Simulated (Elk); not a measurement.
# MnS (Alabandite): which magnetic order is lowest, part 2 of 2

Wanted: the moments of MnS (Alabandite) and the energy of each order that was tried.

Elk 11.2.3 (patched build); PBE with U = 4.00 eV on Mn d; all-electron APW+lo, Dirac cores, scalar-relativistic bands.

So far, largest spin moment in the muffin-tin sphere (μB): step 2 (start 1: ferro +) 4.62.

## 3. Run 2 (antiferro q=(0,1/2,1/2) +-)

Reversing part of the moments tests the sign of the couplings between them.

This order needs a doubled cell of 4 atoms. Its mesh is chosen so that both cells sample the same points.

elk.in

```
tasks
  0

xctype
  20

rgkmax
  7.0

nempty
  12

swidth
  0.001837

reducebf
  0.6

epsengy
  1e-05

maxscl
  100

lmaxi
  3

lmaxo
  10

lmaxapw
  10

spinpol
  .true.

sppath
  './'

avec
  0.00000000000 4.93558669230 4.93558669230
  9.87117338460 0.00000000000 9.87117338460
  9.87117338460 4.93558669230 4.93558669230

atoms
  2
  'Mn.in'
  2
  0.0000000000 0.0000000000 0.0000000000   0.000000 0.000000 -0.450000
  0.0000000000 0.5000000000 0.0000000000   0.000000 0.000000 0.450000
  'S.in'
  2
  0.5000000000 0.0000000000 0.5000000000   0.000000 0.000000 0.000000
  0.5000000000 0.5000000000 0.5000000000   0.000000 0.000000 0.000000

ngridk
  8 4 8

dft+u
  1 1
  1 2 0.146997 0.000000
```

Run with:

```bash
$ OMP_NUM_THREADS=4 elk
```

Numbers of over 12 decimals in the logs are rounded to 6 here.

Log:

```text
┌─────────────────────────┐
│ Elk code version 11.2.3 │
└─────────────────────────┘

All units are atomic (Hartree, Bohr, etc.)

┌─────────────────────────────────────────────────┐
│ Ground-state run starting from atomic densities │
└─────────────────────────────────────────────────┘

Lattice vectors :
   0.000000000       4.935586692       4.935586692
   9.871173385       0.000000000       9.871173385
   9.871173385       4.935586692       4.935586692

Species : 1 (Mn)
 parameters loaded from : Mn.in
 name : manganese
 nuclear charge    :   -25.00000000
 electronic charge :    25.00000000
 atomic mass :    100145.9370
 muffin-tin radius :    2.400000000
 number of radial points in muffin-tin :    993
 inner part over the whole radius :   0.9953723401E-02
 number on inner part of muffin-tin    :    700
 approximate nuclear radius :   0.7074591925E-04
 number of mesh points to nuclear radius :    330
 atomic positions (lattice), magnetic fields (Cartesian) :
  1 :   0.00000000  0.00000000  0.00000000    0.00000000  0.00000000 -0.45000000
  2 :   0.00000000  0.50000000  0.00000000    0.00000000  0.00000000  0.45000000

Species : 2 (S)
 parameters loaded from : S.in
 name : sulphur
 nuclear charge    :   -16.00000000
 electronic charge :    16.00000000
 atomic mass :    58450.91931
 muffin-tin radius :    2.200000000
 number of radial points in muffin-tin :    793
 inner part over the whole radius :   0.9890556315E-02
 number on inner part of muffin-tin    :    554
 approximate nuclear radius :   0.6195814986E-04
 number of mesh points to nuclear radius :    251
 atomic positions (lattice), magnetic fields (Cartesian) :
  1 :   0.50000000  0.00000000  0.50000000    0.00000000  0.00000000  0.00000000
  2 :   0.50000000  0.50000000  0.50000000    0.00000000  0.00000000  0.00000000

Total number of atoms per unit cell :    4
Total muffin-tin volume :    205.0161478
 ratio of muffin-tin to unit cell volume :   0.4262964577

Spin treatment :
 spin-polarised
 global magnetic field (Cartesian) :    0.000000000       0.000000000       0.000000000
 collinear magnetisation in z-direction

Number of Bravais lattice symmetries :   16
Number of crystal symmetries         :   32
Crystal has inversion symmetry
Real symmetric eigensolver will be used

k-point grid :      8     4     8
k-point offset :    0.000000000       0.000000000       0.000000000
k-point set is reduced with full crystal symmetry group
Total number of k-points :       39

Muffin-tin radius times maximum |G+k| :    7.000000000
 using average radius
Maximum |G+k| for APW functions       :    3.043478261
Maximum (1/2)|G+k|²                   :    4.631379962
Maximum |G| for potential and density :    12.00000000
Constant for pseudocharge density :    7
 order of it for each species :   14  14
 order of it for pair densities of each species (exact exchange by exxq0 0: 18) :   11   8
Radial integration step length :    1

G-vector grid sizes :     27    54    48
Number of G-vectors :    14021

Maximum angular momentum used for
 APW functions            :   10
 outer part of muffin-tin :   10
 inner part of muffin-tin :    3

Number of empty states         :     48
Total number of valence states :    140
Total number of core states    :     40

Third-order local-orbitals added for an l without core states : T
Total number of local-orbitals :     56

Exchange-correlation functional :     20     0     0
 Perdew-Burke-Ernzerhof, Phys. Rev. Lett. 77, 3865 (1996)
 gradient requirement :    1
 generalised gradient approximation (GGA)

DFT+U calculation
 fully localised limit (FLL)
 see Phys. Rev. B 52, R5467 (1995)
 species : 1 (Mn), l = 2, U =   0.14699700, J =   0.00000000

Smearing type :    3
 Fermi-Dirac
Smearing width :   0.1837000000E-02
Effective electronic temperature (K) :    580.0787206

Mixing type :    3
 Broyden mixing, J. Phys. A: Math. Gen. 17, L317 (1984)

Kohn-Sham potential initialised from atomic data

┌──────────────────────────────┐
│ Self-consistent loop started │
└──────────────────────────────┘

┌─────────────────┐
│ Loop number : 1 │
└─────────────────┘

Energies :
 Fermi                       :     0.107783
 sum of occupied eigenvalues :     -1806.1734865872
 electron kinetic            :      3148.8864235291
 core electron kinetic       :      2883.7493334410
 Coulomb                     :     -6109.2975887188
 Coulomb potential           :     -4740.9715291529
 nuclear-nuclear             :     -497.51428709191
 electron-nuclear            :     -6496.1873932787
 Hartree                     :      884.40409165180
 Madelung                    :     -3738.8118241424
 xc potential                :     -213.73507550537
 xc effective B-field        :    -0.516790
 external B-field            :      0.000000
 exchange                    :     -152.60007443936
 correlation                 :     -3.499994
 DFT+U                       :     0.581414
 electron entropic           :    -0.13658405624118E-02
 total energy                :     -3115.9311848711
 (external B-field energy excluded from total)

Density of states at Fermi energy :    121.8608278
 (states/Hartree/unit cell)

Estimated indirect band gap :   0.8060884978E-03
 from k-point 34 to k-point 5
Estimated direct band gap   :   0.1154773728E-02
 at k-point 34

Charges :
 core                        :    40.00000000
 valence                     :    42.00000000
 interstitial                :    5.880415247
 muffin-tins (core leakage)
  species : 1 (Mn)
   atom 1                    :    23.57139077     ( -0.2246775459E-06)
   atom 2                    :    23.57139077     ( -0.2246775459E-06)
  species : 2 (S)
   atom 1                    :    14.48840161     (  0.6949615185E-04)
   atom 2                    :    14.48840161     (  0.6949615185E-04)
 total in muffin-tins        :    76.11958475
 total calculated charge     :    81.99986700
 total charge                :    82.00000000
 error                       :   0.1329979411E-03

Moments :
 interstitial                :   0.2154054826E-17
 muffin-tins
  species : 1 (Mn)
   atom 1                    :    3.707498846
   atom 2                    :   -3.707498846
  species : 2 (S)
   atom 1                    :  -0.4050996200E-01
   atom 2                    :   0.4050996200E-01
 total in muffin-tins        :  -0.3101685575E-14
 total moment                :  -0.3099531520E-14

[... earlier loops left out ...]

┌──────────────────┐
│ Loop number : 21 │
└──────────────────┘

Energies :
 Fermi                       :     0.241045
 sum of occupied eigenvalues :     -1795.8981956030
 electron kinetic            :      3147.8860721683
 core electron kinetic       :      2883.3630630280
 Coulomb                     :     -6108.0620655492
 Coulomb potential           :     -4741.3859101315
 nuclear-nuclear             :     -497.51428709191
 electron-nuclear            :     -6493.2175370806
 Hartree                     :      882.66975862325
 Madelung                    :     -3737.3691104835
 xc potential                :     -201.60012196213
 xc effective B-field        :    -0.798235
 external B-field            :      0.000000
 exchange                    :     -152.69105985378
 correlation                 :     -3.480257
 DFT+U                       :     0.658236
 electron entropic           :    -0.37972215856368E-07
 total energy                :     -3115.6890748813
 (external B-field energy excluded from total)

Density of states at Fermi energy :   0.9856898855E-03
 (states/Hartree/unit cell)

Estimated indirect band gap :   0.3628878702E-01
 from k-point 5 to k-point 38
Estimated direct band gap   :   0.9596912979E-01
 at k-point 1

Charges :
 core                        :    40.00000000
 valence                     :    42.00000000
 interstitial                :    5.884888474
 muffin-tins (core leakage)
  species : 1 (Mn)
   atom 1                    :    23.43983635     ( -0.2246772084E-06)
   atom 2                    :    23.43983635     ( -0.2246772084E-06)
  species : 2 (S)
   atom 1                    :    14.61771942     (  0.7080436691E-04)
   atom 2                    :    14.61771942     (  0.7080436691E-04)
 total in muffin-tins        :    76.11511153
 total calculated charge     :    81.99986504
 total charge                :    82.00000000
 error                       :   0.1349606659E-03

Moments :
 interstitial                :  -0.3271364401E-16
 muffin-tins
  species : 1 (Mn)
   atom 1                    :    4.590322822
   atom 2                    :   -4.590322822
  species : 2 (S)
   atom 1                    :  -0.3204275200E-01
   atom 2                    :   0.3204275200E-01
 total in muffin-tins        :  -0.1776356839E-14
 total moment                :  -0.1809070483E-14

┌──────────────────────────────┐
│ Self-consistent loop stopped │
└──────────────────────────────┘

Wrote STATE.OUT
```

The job ended after 8.8 min (4 threads of Arm Neoverse V1, shared host; peak memory 0.57 GiB).

Spin moment in the muffin-tin sphere by atom:

| atom | spin moment in the muffin-tin sphere (μB) |
| --- | --- |
| Mn1 | 4.59 |
| Mn2 | -4.59 |
| S3 | -0.03 |
| S4 | 0.03 |

This step gave:

```
density of states at the Fermi level : 3.62e-5 states/eV/cell
moment between the spheres           : 0 μB
magnetization                        : 0 μB
final state                          : antiferromagnetic
```

It lies 20.5 meV a seeded atom under the first start, and its largest moment is 4.59 μB against 4.62 μB.

## 4. Order 3, typed as antiferro q=(0,0,1/2) +-

An opposed order shows whether the pairs that it reverses prefer unlike signs.

The cell is doubled to 4 atoms to hold this order. Its mesh is chosen so that both cells sample the same points.

elk.in

```
tasks
  0

xctype
  20

rgkmax
  7.0

nempty
  12

swidth
  0.001837

reducebf
  0.6

epsengy
  1e-05

maxscl
  100

lmaxi
  3

lmaxo
  10

lmaxapw
  10

spinpol
  .true.

sppath
  './'

avec
  0.00000000000 4.93558669230 4.93558669230
  4.93558669230 0.00000000000 4.93558669230
  9.87117338460 9.87117338460 0.00000000000

atoms
  2
  'Mn.in'
  2
  0.0000000000 0.0000000000 0.0000000000   0.000000 0.000000 -0.450000
  0.0000000000 0.0000000000 0.5000000000   0.000000 0.000000 0.450000
  'S.in'
  2
  0.5000000000 0.5000000000 0.2500000000   0.000000 0.000000 0.000000
  0.5000000000 0.5000000000 0.7500000000   0.000000 0.000000 0.000000

ngridk
  8 8 4

dft+u
  1 1
  1 2 0.146997 0.000000
```

Run with:

```bash
$ OMP_NUM_THREADS=4 elk
```

Log:

```text
┌─────────────────────────┐
│ Elk code version 11.2.3 │
└─────────────────────────┘

All units are atomic (Hartree, Bohr, etc.)

┌─────────────────────────────────────────────────┐
│ Ground-state run starting from atomic densities │
└─────────────────────────────────────────────────┘

Lattice vectors :
   0.000000000       4.935586692       4.935586692
   4.935586692       0.000000000       4.935586692
   9.871173385       9.871173385       0.000000000

Species : 1 (Mn)
 muffin-tin radius :    2.400000000
[...]
total calculated charge     :    81.99986558
 total charge                :    82.00000000
 error                       :   0.1344150240E-03

Moments :
 interstitial                :  -0.3707046402E-16
 muffin-tins
  species : 1 (Mn)
   atom 1                    :    4.528503490
   atom 2                    :   -4.528503490
  species : 2 (S)
   atom 1                    :   0.2322541075E-22
   atom 2                    :   0.2322541075E-22
 total in muffin-tins        :   0.2664535306E-14
 total moment                :   0.2627464842E-14

┌──────────────────────────────┐
│ Self-consistent loop stopped │
└──────────────────────────────┘

Wrote STATE.OUT

[key lines of the parts left out:]
total energy                :     -3115.6914016624
```

Run time: 8.3 min. Hardware: 4 threads; peak memory 0.55 GiB.

Spin moment in the muffin-tin sphere by atom:

| atom | spin moment in the muffin-tin sphere (μB) |
| --- | --- |
| Mn1 | 4.53 |
| Mn2 | -4.53 |
| S3 | 0.00 |
| S4 | 0.00 |

Read from the output:

- density of states at the Fermi level: 2.00e-9 states/eV/cell
- moment between the spheres: 0 μB
- magnetization: 0 μB
- final state: antiferromagnetic

It lies 52.1 meV a seeded atom under the first start, and its largest moment is 4.53 μB against 4.62 μB.

## 5. Order 4, typed as no spin polarisation

This run holds no moments, which gives a state to set the others against.

elk.in

```
tasks
  0

xctype
  20

rgkmax
  7.0

nempty
  12

swidth
  0.001837

epsengy
  1e-05

maxscl
  100

lmaxi
  3

lmaxo
  10

lmaxapw
  10

sppath
  './'

avec
  0.00000000000 4.93558669230 4.93558669230
  4.93558669230 0.00000000000 4.93558669230
  4.93558669230 4.93558669230 0.00000000000

atoms
  2
  'Mn.in'
  1
  0.0000000000 0.0000000000 0.0000000000   0.000000 0.000000 0.000000
  'S.in'
  1
  0.5000000000 0.5000000000 0.5000000000   0.000000 0.000000 0.000000

ngridk
  8 8 8

dft+u
  1 1
  1 2 0.146997 0.000000
```

Run with:

```bash
$ OMP_NUM_THREADS=4 elk
```

Log:

```text
┌─────────────────────────┐
│ Elk code version 11.2.3 │
└─────────────────────────┘

All units are atomic (Hartree, Bohr, etc.)

┌─────────────────────────────────────────────────┐
│ Ground-state run starting from atomic densities │
└─────────────────────────────────────────────────┘

Lattice vectors :
   0.000000000       4.935586692       4.935586692
   4.935586692       0.000000000       4.935586692
   4.935586692       4.935586692       0.000000000

Species : 1 (Mn)
 muffin-tin radius :    2.400000000
[...]
Charges :
 core                        :    20.00000000
 valence                     :    21.00000000
 interstitial                :    2.946406270
 muffin-tins (core leakage)
  species : 1 (Mn)
   atom 1                    :    23.55014288     ( -0.2246777093E-06)
  species : 2 (S)
   atom 1                    :    14.50345085     (  0.6942553254E-04)
 total in muffin-tins        :    38.05359373
 total calculated charge     :    40.99993228
 total charge                :    41.00000000
 error                       :   0.6772286161E-04

┌──────────────────────────────┐
│ Self-consistent loop stopped │
└──────────────────────────────┘

Wrote STATE.OUT

[key lines of the parts left out:]
total energy                :     -1557.6733215672
```

Run time: 26 s. Hardware: 4 threads; peak memory 0.26 GiB.

This step gave:

| Quantity | Value |
| --- | --- |
| density of states at the Fermi level | 9.593 states/eV/cell |
| final state | non-magnetic (no spin polarisation) |

It lies 4639 meV a seeded atom over the first start.

## 6. Ranking

These are free energies at a smearing of 0.05 eV, so its entropy term is in the differences. They are divided by the number of seeded atoms, so that cells of unlike size compare. Wavevectors q in the names are fractions of the reciprocal vectors of the first run's cell.

Orders:

| start | final state | typed order kept | energy over the lowest (meV a seeded atom) | largest sphere moment (μB) | net moment (μB a primitive cell) | DOS at the Fermi level (states/eV a primitive cell) | mesh matched | CPU time (s) |
| --- | --- | --- | --- | --- | --- | --- | --- | --- |
| ferro + | ferromagnetic | yes | 52.13 | 4.615 | 5 | 8.54e-4 | yes | 327 |
| antiferro q=(0,1/2,1/2) +- | antiferromagnetic | yes | 31.66 | 4.59 | 0 | 0 | yes | 2002 |
| antiferro q=(0,0,1/2) +- | antiferromagnetic | yes | 0 | 4.529 | 0 | 0 | yes | 1858 |
| no spin polarisation | non-magnetic | - | 4691 | 0 | 0 | 9.593 | yes | 87.59 |

## 7. Results

| Property | Result |
| --- | --- |
| lowest state found | antiferromagnetic (typed antiferro q=(0,0,1/2) +-) |
| largest site moment | 4.53 μB |
| next state | antiferromagnetic, 31.7 meV a seeded atom higher |
| run without spin seeds, over the lowest | 4691 meV a seeded atom |

**Reading.** The lowest state found is antiferromagnetic, reached from the start antiferro q=(0,0,1/2) +-, with moments up to 4.53 μB. The next state costs 32 meV a seeded atom. Under a U a spinless open shell is left with part-filled orbitals, which the U penalises, so its energy is no clean measure of what the moments gain. Only 4 starts are shown; other collinear patterns, canted and longer-period orders are not.

[Logs and program files are shortened in this print: banners, set-up blocks, solver, clock and traceback lines can be left out without a mark of their own.]

[Logs are printed without paths, hosts, clocks, repeated set-up lines and the standing remarks that a program may print on its own settings, such as how far it seeks lower states.]

[Hosts, paths, dates, database ids (printed as entryN), source tags and the programs' standing remarks are cut or masked in the printed files.]

[Where a cell is said to come from a database of computed structures, the database is the Materials Project.]
